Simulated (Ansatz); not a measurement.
# Lattice dynamics of Sc2NO2 monolayer, part 2 of 2

Task: relax Sc2NO2 monolayer, then find its harmonic phonons.

Ansatz 0.2.0; DFT PBEsol, scalar-relativistic, plane waves, PAW; PAW set soft_1.

So far. Step 4 (Relaxing to small forces for the phonons): The largest force component left is 0.090 meV/Å, within the tolerances set. Step 5 (Zone-centre response): Before it was imposed, the acoustic sum rule was missed by 6.8e-5 eV/Å². Small misses are needed for a sound result but don't prove that mesh and cutoff are converged. The lowest optical mode is real, 125 cm⁻¹.

## (6) Phonons on a q mesh (continued)

Harmonic thermodynamic functions per atom, from the density of states. Interpolated from a 6×6×1 q mesh. Thermodynamic functions, by row:

| T (K) | F_vib (meV/atom) | S (J/mol-atom/K) | C_V (J/mol-atom/K) |
| --- | --- | --- | --- |
| 0 | 64.76 | 0 | 0 |
| 100 | 63.6 | 3.407 | 6.603 |
| 200 | 56.29 | 10.86 | 15.15 |
| 300 | 41.27 | 17.93 | 19.5 |
| 400 | 19.52 | 23.86 | 21.59 |
| 500 | -7.85 | 28.81 | 22.7 |
| 600 | -39.94 | 33.01 | 23.34 |
| 700 | -76.08 | 36.64 | 23.75 |
| 800 | -115.8 | 39.83 | 24.02 |
| 900 | -158.5 | 42.67 | 24.2 |
| 1000 | -204.1 | 45.23 | 24.34 |

Symmetry leaves 7 wavevectors to solve. The lowest mode among them, the acoustic zeros apart, lies at q = (0, 0.167, 0) and is real, 59.9 cm⁻¹.

## (7) Another isotope, element N, natural mass 14.007 amu

An isotope changes the mass and not the force constants, so no new electronic calculation is needed; the shifts show which modes move this element.

The same force constants with the mass of N changed from 14.007 to 15.000 u (phonopy, no LO-TO term). Both lists are sorted by frequency; levels can cross, so a row need not hold one and the same mode. Modes under 3 cm⁻¹ are left out. Isotope shifts, by row, the first 40 of 57 rows:

| q | rank | natural mass (cm⁻¹) | changed mass (cm⁻¹) |
| --- | --- | --- | --- |
| 0 0 0 | 4 | 125.2 | 125.2 |
| 0 0 0 | 5 | 125.2 | 125.2 |
| 0 0 0 | 6 | 205.4 | 205.4 |
| 0 0 0 | 7 | 358.5 | 347.8 |
| 0 0 0 | 8 | 358.5 | 347.8 |
| 0 0 0 | 9 | 410.5 | 405.5 |
| 0 0 0 | 10 | 456.3 | 456.3 |
| 0 0 0 | 11 | 456.3 | 456.3 |
| 0 0 0 | 12 | 479.5 | 479.5 |
| 0 0 0 | 13 | 485.6 | 485.4 |
| 0 0 0 | 14 | 485.6 | 485.4 |
| 0 0 0 | 15 | 526.6 | 517 |
| 0 0.1667 0 | 1 | 59.93 | 59.74 |
| 0 0.1667 0 | 2 | 87.65 | 87.38 |
| 0 0.1667 0 | 3 | 148 | 148 |
| 0 0.1667 0 | 4 | 150.1 | 149.6 |
| 0 0.1667 0 | 5 | 193.7 | 193.7 |
| 0 0.1667 0 | 6 | 205.8 | 205.8 |
| 0 0.1667 0 | 7 | 351.6 | 341.3 |
| 0 0.1667 0 | 8 | 359.1 | 348.2 |
| 0 0.1667 0 | 9 | 372.4 | 367.2 |
| 0 0.1667 0 | 10 | 447.1 | 446.9 |
| 0 0.1667 0 | 11 | 459.4 | 459.4 |
| 0 0.1667 0 | 12 | 481.1 | 480.9 |
| 0 0.1667 0 | 13 | 484.7 | 481.5 |
| 0 0.1667 0 | 14 | 497.2 | 497.1 |
| 0 0.1667 0 | 15 | 555.1 | 548.9 |
| 0 0.3333 0 | 1 | 130.2 | 130 |
| 0 0.3333 0 | 2 | 157.9 | 157.7 |
| 0 0.3333 0 | 3 | 190.2 | 190.2 |
| 0 0.3333 0 | 4 | 191.3 | 191.1 |
| 0 0.3333 0 | 5 | 243.5 | 243.5 |
| 0 0.3333 0 | 6 | 264.7 | 264.1 |
| 0 0.3333 0 | 7 | 355.8 | 347.5 |
| 0 0.3333 0 | 8 | 360.3 | 348.7 |
| 0 0.3333 0 | 9 | 396.2 | 389.2 |
| 0 0.3333 0 | 10 | 452.1 | 449.4 |
| 0 0.3333 0 | 11 | 461.2 | 457.3 |
| 0 0.3333 0 | 12 | 462.1 | 462 |
| 0 0.3333 0 | 13 | 470.8 | 470.7 |

A mode of this element alone would shift by -3.37 %. The highest zone-centre frequency without the field goes from 526.6 to 517.0 cm⁻¹ (-1.8 %). The product of the frequency ratios over all optical modes at Γ is 0.912; the product rule, (m/m′)^(3k/2) (M′/M)^(3/2) with k = 1 such atoms and M the mass of the cell, gives 0.912.

## (8) Another isotope, element O, natural mass 15.999 amu

The same for O, from 16.00 to 18.00 u.

The same force constants with the mass of O changed from 15.999 to 17.999 u (phonopy, no LO-TO term). Both lists are sorted by frequency; levels can cross, so a row need not hold one and the same mode. Modes under 3 cm⁻¹ are left out. Isotope shifts, by row, the first 40 of 57 rows:

| q | rank | natural mass (cm⁻¹) | changed mass (cm⁻¹) |
| --- | --- | --- | --- |
| 0 0 0 | 4 | 125.2 | 123.3 |
| 0 0 0 | 5 | 125.2 | 123.3 |
| 0 0 0 | 6 | 205.4 | 202 |
| 0 0 0 | 7 | 358.5 | 358.3 |
| 0 0 0 | 8 | 358.5 | 358.3 |
| 0 0 0 | 9 | 410.5 | 401.7 |
| 0 0 0 | 10 | 456.3 | 437 |
| 0 0 0 | 11 | 456.3 | 437 |
| 0 0 0 | 12 | 479.5 | 459.6 |
| 0 0 0 | 13 | 485.6 | 464.7 |
| 0 0 0 | 14 | 485.6 | 464.7 |
| 0 0 0 | 15 | 526.6 | 514.7 |
| 0 0.1667 0 | 1 | 59.93 | 59.15 |
| 0 0.1667 0 | 2 | 87.65 | 86.4 |
| 0 0.1667 0 | 3 | 148 | 145.7 |
| 0 0.1667 0 | 4 | 150.1 | 147.9 |
| 0 0.1667 0 | 5 | 193.7 | 190.7 |
| 0 0.1667 0 | 6 | 205.8 | 203.1 |
| 0 0.1667 0 | 7 | 351.6 | 351.1 |
| 0 0.1667 0 | 8 | 359.1 | 359 |
| 0 0.1667 0 | 9 | 372.4 | 364.8 |
| 0 0.1667 0 | 10 | 447.1 | 427.6 |
| 0 0.1667 0 | 11 | 459.4 | 439.8 |
| 0 0.1667 0 | 12 | 481.1 | 460.4 |
| 0 0.1667 0 | 13 | 484.7 | 466.8 |
| 0 0.1667 0 | 14 | 497.2 | 475.2 |
| 0 0.1667 0 | 15 | 555.1 | 538.7 |
| 0 0.3333 0 | 1 | 130.2 | 129 |
| 0 0.3333 0 | 2 | 157.9 | 155.8 |
| 0 0.3333 0 | 3 | 190.2 | 187.3 |
| 0 0.3333 0 | 4 | 191.3 | 188.5 |
| 0 0.3333 0 | 5 | 243.5 | 240.1 |
| 0 0.3333 0 | 6 | 264.7 | 260.5 |
| 0 0.3333 0 | 7 | 355.8 | 351.6 |
| 0 0.3333 0 | 8 | 360.3 | 360.3 |
| 0 0.3333 0 | 9 | 396.2 | 389.3 |
| 0 0.3333 0 | 10 | 452.1 | 437.5 |
| 0 0.3333 0 | 11 | 461.2 | 441.8 |
| 0 0.3333 0 | 12 | 462.1 | 447.8 |
| 0 0.3333 0 | 13 | 470.8 | 450.7 |

A mode of this element alone would shift by -5.72 %. The highest zone-centre frequency without the field goes from 526.6 to 514.7 cm⁻¹ (-2.3 %). The product of the frequency ratios over all optical modes at Γ is 0.733; the product rule, (m/m′)^(3k/2) (M′/M)^(3/2) with k = 2 such atoms and M the mass of the cell, gives 0.734.

## (9) Results

| Quantity | Value |
| --- | --- |
| space group after relaxation (within 0.01 Å) | P-3m1 |
| area per atom | 1.79 Å² |
| electronic character | no gap on this mesh |
| highest optical mode at the zone centre (no LO-TO term) | 527 cm⁻¹ |
| lowest optical zone-centre mode | 125 cm⁻¹ |
| lowest mode on the q mesh (acoustic modes at Γ apart) | 59.9 cm⁻¹ |
| highest frequency on the path or at a solved wavevector | 586 cm⁻¹ |
| zero-point energy per atom | 64.8 meV |
| heat capacity at 300 K | 19.5 J/(mol atoms K) |
| vibrational entropy at 300 K | 17.9 J/(mol atoms K) |
| imaginary modes on the 6×6×1 q mesh | none |

**Reading.** The structure is a minimum as far as tested: no mode is imaginary at the 7 irreducible wavevectors of the 6×6×1 mesh, and the softest away from the acoustic zeros lies at 60 cm⁻¹. The optical modes at Γ span 125 to 527 cm⁻¹. On the path and the mesh, the widest gap between branches runs from 277 to 348 cm⁻¹. With no gap, or one that is small against the smearing, the frequencies hang on the k mesh and the smearing, most of all near Kohn anomalies. The phonon runs are without spin polarisation, although the cell has an odd electron count. In a sheet or slab the interpolated bending branch near Γ is rough, since the rotational sum rule isn't imposed. The PAW files were made for PBE and serve the other functionals too. A phonon run warned that its eigensolver left some bands unconverged in a pass. The starting cell was built on a prototype and not taken from a measurement. These are harmonic frequencies at zero temperature: anharmonic shifts, linewidths and thermal expansion are left out.

[Hosts, paths, dates, database ids (printed as entryN), source tags and the programs' standing remarks are cut or masked in the printed files.]
